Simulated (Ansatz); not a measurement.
# CsGeBr3 (Pm-3m): following an unstable mode, part 2 of 2

Wanted: the energy along a soft mode of CsGeBr3 (Pm-3m) and the structure at the end.

Ansatz 0.2.0; DFT PBEsol, scalar-relativistic, plane waves, PAW; PAW set soft_1.

So far. Step 4 (The mode frozen in, largest atomic shift 0.14 Å): The run ends at a pressure of 0.44 GPa, with forces up to 0.043 eV/Å. Step 5 (Energy along the mode, all amplitudes (two of the runs …): The lowest of the steps tried is at 0.14 Å, 0.951 meV/atom below the parent; the bottom of the well need not coincide with a step.

**6. Relaxation from the frozen mode**

Starting from the lowest point found, all atoms and the cell are let go, so that strain and other modes of the same symmetry can join in.

input.yaml reads:

```yaml
crystal:
  lattice:
    - [5.4702110526, 0.0, 0.0]
    - [0.0, 5.4702110526, 0.0]
    - [0.0, 0.0, 5.4702110526]
  atoms:
    - { symbol: Cs, position: [4.11376e-05, -4.11376e-05, -4.11376e-05] }
    - { symbol: Ge, position: [0.5147762192, 0.4852237808, 0.4852237808] }
    - { symbol: Br, position: [0.4985420648, 0.5014579352, 0.0105836317] }
    - { symbol: Br, position: [0.4985420648, 0.0105836317, 0.5014579352] }
    - { symbol: Br, position: [-0.0105836317, 0.5014579352, 0.5014579352] }
kpoints:
  mp_grid: { grid: [12, 12, 12] }
hamiltonian:
  xc: pbesol
  pseudopotentials: { kind: paw, azcp: { folder: soft_1 }, xc_functional: pbe }
scf:
  occupations: { method: fixed }
output:
  forces: true
  stress: true
  eigenvalues: true
relax:
  adjacent_minimum: "off"
  f_tol: 0.002
  max_steps: 120
  cell: { stress_tol: 0.03 }
```

Started as:

```console
$ ansatz run input.yaml --threads 4 --pin off --max-ram 10240MiB --backend cpu --events-out ev --progress --plain --runs-dir out
```

Numbers of over 12 decimals in the logs are rounded to 6 here.

What it wrote:

```text
[...]
Crystal: 5 atoms, lattice volume = 163.686 Å³
Basis set: ecut = 420 eV, 3191 PW (Γ), exchange–correlation on 80×80×80 points (8 copies of the dense FFT grid, shifted against one another)
Bands: 27, of which v1, the nominal top of the filled ones, is band 22 counted from 1 (21 counted from 0)
Symmetry: 6 space group operations
[...]
k-points: 189 of 1728 (time reversal used)
[...]
SCF iter   1: F=—  HF=-18055.610715 eV  |F-HF|=—  |Δ(HF+E_count)|=         —  Δρ=2.69e-2  dr2=2.32e0  ethr=3.10e-3  ⟨swp⟩=5.0  Hψ=20968  notcnv=0  defer=395
[...]
SCF iter   8: F=-18054.503252 eV  HF=-18054.503252 eV  |F-HF|=1.48e-8  |Δ(HF+E_count)|=   5.57e-7  Δρ=2.82e-6  dr2=1.66e-8  ethr=2.27e-10  ⟨swp⟩=12.1  Hψ=30280  notcnv=0
SCF 1 converged in 8 iterations: F = -18054.503252 eV  dr2 = 1.66e-8
[...]
relax step   1: F+E_penalty+E_count = -18054.50325231 eV  Δ(F+E_penalty+E_count) = +0.000e0 eV  max|allowed force component| = 2.880e-2 eV/Å  Δτ_max = 0.0000 Å  P = +0.444 GPa  Ω = 163.686 Å³  (8 SCF iters, dr2 threshold 1.00e-7 eV, accepted)
Crystal: 5 atoms, lattice volume = 165.554 Å³
Basis set: ecut = 420 eV, 3239 PW (Γ), exchange–correlation on 80×80×80 points (8 copies of the dense FFT grid, shifted against one another)
[...]
iter 1 solved again at ethr=1.10e-6 eV; its pass at ethr=3.10e-3 eV (dr2=4.84e-4 eV) is discarded
[...]
SCF iter   5: F=-18054.506866 eV  HF=-18054.506866 eV  |F-HF|=2.93e-8  |Δ(HF+E_count)|=   2.41e-7  Δρ=6.80e-6  dr2=9.72e-8  ethr=1.14e-9  ⟨swp⟩=10.1  Hψ=28325  notcnv=0
SCF 2 converged in 5 iterations: F = -18054.506866 eV  dr2 = 9.72e-8
relax step   2: F+E_penalty+E_count = -18054.50686589 eV  Δ(F+E_penalty+E_count) = -3.614e-3 eV  max|allowed force component| = 1.293e-3 eV/Å  Δτ_max = 0.0016 Å  P = +0.138 GPa  Ω = 165.554 Å³  energy of the carried Pulay correction = -1.049e-4 eV  (5 SCF iters, dr2 threshold 5.00e-7 eV, accepted)
Crystal: 5 atoms, lattice volume = 166.585 Å³
[...]
SCF iter   5: F=-18054.507520 eV  HF=-18054.507520 eV  |F-HF|=1.63e-8  |Δ(HF+E_count)|=   7.24e-8  Δρ=3.84e-6  dr2=1.92e-8  ethr=2.72e-10  ⟨swp⟩=10.1  Hψ=28638  notcnv=0
SCF 3 converged in 5 iterations: F = -18054.507520 eV  dr2 = 1.92e-8
relax step   3: F+E_penalty+E_count = -18054.50752034 eV  Δ(F+E_penalty+E_count) = -6.545e-4 eV  max|allowed force component| = 1.253e-2 eV/Å  Δτ_max = 0.0021 Å  P = -0.005 GPa  Ω = 166.585 Å³  energy of the carried Pulay correction = -1.623e-4 eV  (5 SCF iters, dr2 threshold 1.20e-7 eV, accepted)
[...]
relax step   4: F+E_penalty+E_count = -18054.50769410 eV  Δ(F+E_penalty+E_count) = -1.738e-4 eV  max|allowed force component| = 1.130e-2 eV/Å  Δτ_max = 0.0054 Å  P = -0.011 GPa  Ω = 166.755 Å³  energy of the carried Pulay correction = -1.717e-4 eV  (6 SCF iters, dr2 threshold 9.81e-9 eV, accepted)
[...]
relax step   5: F+E_penalty+E_count = -18054.50777668 eV  Δ(F+E_penalty+E_count) = -8.258e-5 eV  max|allowed force component| = 7.833e-3 eV/Å  Δτ_max = 0.0105 Å  P = +0.012 GPa  Ω = 167.385 Å³  energy of the carried Pulay correction = -2.066e-4 eV  (6 SCF iters, dr2 threshold 7.98e-9 eV, accepted)
[...]
relax step   6: F+E_penalty+E_count = -18054.50789399 eV  Δ(F+E_penalty+E_count) = -1.173e-4 eV  max|allowed force component| = 4.604e-4 eV/Å  Δτ_max = 0.0041 Å  P = -0.002 GPa  Ω = 167.307 Å³  energy of the carried Pulay correction = -2.023e-4 eV  (6 SCF iters, dr2 threshold 3.83e-9 eV, accepted)
[...]
SCF iter   5: F=-18054.508103 eV  HF=-18054.508103 eV  |F-HF|=7.28e-12  |Δ(HF+E_count)|=  4.47e-10  Δρ=4.55e-8  dr2=3.18e-12  ethr=1.00e-12  ⟨swp⟩=13.7  Hψ=33747  notcnv=0
SCF 7 converged in 5 iterations: F = -18054.508103 eV  dr2 = 3.18e-12
relax step   7: F+E_penalty+E_count = -18054.50810286 eV  Δ(F+E_penalty+E_count) = -2.089e-4 eV  max|allowed force component| = 3.687e-4 eV/Å  Δτ_max = 0.0000 Å  P = -0.002 GPa  Ω = 167.307 Å³  stress off target by 4.01e-3 GPa  SCF on the basis re-selected at this cell (its energy is not comparable with the rows above)  (5 SCF iters)
basis re-selected at this cell: Δ(F+E_penalty+E_count) = -2.089e-4 eV, ΔP = +0.000 GPa vs the last step (what re-selecting the basis moved, of the pressure what is left beyond the Pulay correction that the steps carried, after the strain that the cell walked since its last selection, with what the two solves' SCF thresholds leave and, on support functions, any second-order correction that the steps lacked; it is no m [...]
SCF converged after 5 iterations
Free energy (F): -18054.508103 eV
[...]
Internal energy: -18054.508103 eV  (E = F + TS)
E sigma→0 (E₀):  -18054.508103 eV
Fermi energy:    4.980258 eV
[...]
--- Forces (eV/Å), atoms counted from 1 ---
  atom   1  Cs    -0.00033131     0.00033131     0.00033131
  atom   2  Ge    -0.00002781     0.00002781     0.00002781
  atom   3  Br    -0.00000485     0.00000485    -0.00036863
  atom   4  Br    -0.00000485    -0.00036863     0.00000485
  atom   5  Br     0.00036863     0.00000485     0.00000485
  max |Σ_I F_I| component: 1.78e-7 eV/Å
--- Stress (GPa, compression-positive) ---
       -0.001671       0.001170       0.001170
        0.001170      -0.001671      -0.001170
        0.001170      -0.001170      -0.001671
  P = ⅓ Tr σ = -0.0017 GPa (-0.017 kbar)
--- Band table (eV; the first three rows and the last of 189) ---
  k-point 0: bands = [... 18 lower, 2.2232, 2.4595, 2.4617, 2.4617, 7.7336, 8.4253, 8.4253, 8.8946, ... 1 higher]
  k-point 1: bands = [... 18 lower, 2.2113, 2.4149, 2.4461, 2.4723, 7.8266, 8.4828, 8.4973, 8.9371, ... 1 higher]
  k-point 2: bands = [... 18 lower, 2.1775, 2.3501, 2.4045, 2.4630, 8.0899, 8.6515, 8.7032, 8.9840, ... 1 higher]
  k-point 188: bands = [... 18 lower, 2.8613, 2.8613, 2.8635, 4.9803, 5.5519, 5.6260, 5.6260, 9.2294, ... 1 higher]
--- Relaxed structure (6 steps of the walk, 6 accepted, 1 SCFs on fresh bases) ---
  F+E_penalty+E_count = -18054.50810286 eV   max|allowed force component| = 3.687e-4 eV/Å   (the final SCF, on the basis selected at the relaxed cell)
  cell:  # Å, volume = 167.3070 Å³
    - [5.510362, -0.024778, -0.024778]
    - [-0.024778, 5.510362, 0.024778]
    - [-0.024778, 0.024778, 5.510362]
  atoms:
    - { symbol: Cs, position: [0.000451002, -0.000451002, -0.000451002] }
    - { symbol: Ge, position: [0.516964, 0.483036, 0.483036] }
    - { symbol: Br, position: [0.497861, 0.502139, 0.011818] }
    - { symbol: Br, position: [0.497861, 0.011818, 0.502139] }
    - { symbol: Br, position: [-0.011818, 0.502139, 0.502139] }
```

Run time: 2.4 min. Hardware: 4 threads of Arm Neoverse V2, shared host; peak memory 0.98 GiB; 9.6 min of CPU time.

Relaxation path:

```csv
step,energy less that of the first step (eV),largest force component (eV/Å),pressure (GPa),volume (Å³)
1,0.0000,0.0288,0.44,163.69
2,-0.0036,0.0013,0.14,165.55
3,-0.0043,0.0125,0.00,166.58
4,-0.0044,0.0113,-0.01,166.75
5,-0.0045,0.0078,0.01,167.39
6,-0.0046,0.0005,0.00,167.31
7*,-0.0049,0.0004,0.00,167.31
```

Relaxation steps marked * repeat the geometry before them on a plane-wave basis chosen anew for their cell, so energy and pressure can jump there.

The run keeps the 6 symmetry operations that it works with, so distortions that break them were not tested.

```csv
"conventional cell, symmetrised",before,after,change
a (Å),7.736,7.758,+0.3 %
b (Å),7.736,7.758,+0.3 %
c (Å),9.475,9.630,+1.6 %
volume (Å³/atom),32.74,33.46,+2.2 %
```

The atoms that moved most (Å, as changes of fractional coordinates times the final cell):

```
atom      dx      dy      dz  length
 Ge2   0.012  -0.012  -0.012   0.021
 Br3  -0.004   0.004   0.007   0.009
 Br4  -0.004   0.007   0.004   0.009
 Br5  -0.007   0.004   0.004   0.009
```

The relaxed structure:

```xyz
5
Lattice="5.5104 -0.0248 -0.0248 -0.0248 5.5104 0.0248 -0.0248 0.0248 5.5104" Properties=species:S:1:pos:R:3 pbc="T T T"
Cs    0.0025   -0.0025   -0.0025
Ge    2.8247    2.6609    2.6609
Br    2.7307    2.7549    0.0652
Br    2.7307    0.0652    2.7549
Br   -0.0900    2.7797    2.7797
```

Numbers from this step:

```yaml
pressure: -0.001671 GPa
gap_on_the_k_mesh: 0.5716 eV
volume_per_atom: 33.46 Å³
```

The distorted start has space group R3m; the relaxation ends in R3m.

**7. The new phase in its own primitive cell**

The relaxed structure is symmetrised, reduced to its primitive cell and relaxed tightly, as its phonons need.

input.yaml, the sections that differ from step 6:

```yaml
crystal:
  lattice:
    - [3.8788937991, 2.239480379, 3.2100207496]
    - [-3.8788937991, 2.239480379, 3.2100207496]
    - [0.0, -4.4789607581, 3.2100207496]
  atoms:
    - { symbol: Cs, position: [0.0004510016, 0.0004510016, 0.0004510016] }
    - { symbol: Ge, position: [0.5169637268, 0.5169637268, 0.5169637268] }
    - { symbol: Br, position: [0.4978607491, 0.9881816281, 0.4978607491] }
    - { symbol: Br, position: [0.9881816281, 0.4978607491, 0.4978607491] }
    - { symbol: Br, position: [0.4978607491, 0.4978607491, 0.9881816281] }
relax:
  adjacent_minimum: "off"
  f_tol: 0.001
  max_steps: 60
  cell: { stress_tol: 0.01 }
# kpoints, hamiltonian, scf, output: as in step 6
```

What it wrote:

```text
[...]
Crystal: 5 atoms, lattice volume = 167.307 Å³
Basis set: ecut = 420 eV, 3269 PW (Γ), exchange–correlation on 80×80×80 points (8 copies of the dense FFT grid, shifted against one another)
Bands: 27, of which v1, the nominal top of the filled ones, is band 22 counted from 1 (21 counted from 0)
Symmetry: 6 space group operations
[...]
cell:  # Å, volume = 167.3070 Å³
    - [3.878894, 2.239480, 3.210021]
    - [-3.878894, 2.239480, 3.210021]
    - [0.0, -4.478961, 3.210021]
  atoms:
    - { symbol: Cs, position: [0.0004510016, 0.0004510016, 0.0004510016] }
    - { symbol: Ge, position: [0.5169637268, 0.5169637268, 0.5169637268] }
    - { symbol: Br, position: [0.4978607491, 0.9881816281, 0.497861] }
    - { symbol: Br, position: [0.9881816281, 0.4978607491, 0.497861] }
    - { symbol: Br, position: [0.497861, 0.497861, 0.9881816281] }
[key lines of the parts left out:]
SCF converged after 6 iterations
Free energy (F): -18054.508103 eV
Fermi energy:    4.980256 eV
P = ⅓ Tr σ = -0.0017 GPa (-0.017 kbar)
```

Wall time 49 s (4 threads); peak memory 0.97 GiB; 3.2 min of CPU time.

Little changed from the start: no atom moved by 0.005 Å and no cell edge by 0.1 %.

Numbers from this step:

```
pressure           : -0.001672 GPa
direct gap on mesh : 0.5716 eV
```

The largest force component left is 0.57 meV/Å and the pressure is -0.002 GPa, within the tolerances set. The cell now holds 33.46 Å³/atom.

**8. Summary of results**

| Quantity | Value |
| --- | --- |
| unstable mode of the parent | q = (0, 0, 0), 61i cm⁻¹ |
| depth at the lowest point sampled | 0.951 meV/atom |
| largest atomic shift at that point | 0.14 Å |
| space group reached (within 0.01 Å) | R3m |
| energy gained over the parent (first relaxation, on the mesh of the frozen mode) | 1.92 meV/atom |
| volume per atom, phase reached | 33.5 Å³ |
| gap on the k-mesh, phase reached | 0.572 eV |

What this shows: Along this mode the structure falls into R3m, 1.92 meV/atom below the parent. At the parent's cell the well is 0.951 meV/atom deep on the steps tried, with its lowest point at a shift of 0.14 Å. Relaxing atoms and cell changes the gain by +0.97 meV/atom against the lowest step (energies at zero smearing). The modes of the phase reached were not computed on this path. How so shallow a well moves with the k mesh was not tested. Of the 3 patterns followed to their end from this parent, this one reaches the lowest energy. Another end point lies within 1 meV/atom; how such a difference moves with mesh and cutoff was not tested. Each path keeps the symmetry of its pattern, so a lower phase may lie along a pattern not tried. With the field response the log warns that the k mesh is coarse for the force constants too, so the frequencies may not be converged. Spin-orbit coupling is left out, which can matter for the heavy elements here. The PAW files were made for PBE and serve the other functionals too.

[Logs are printed without paths, hosts, clocks, repeated set-up lines and the standing remarks that a program may print on its own settings, such as how far it seeks lower states.]

[Hosts, paths, dates, database ids (printed as entryN), source tags and the programs' standing remarks are cut or masked in the printed files.]
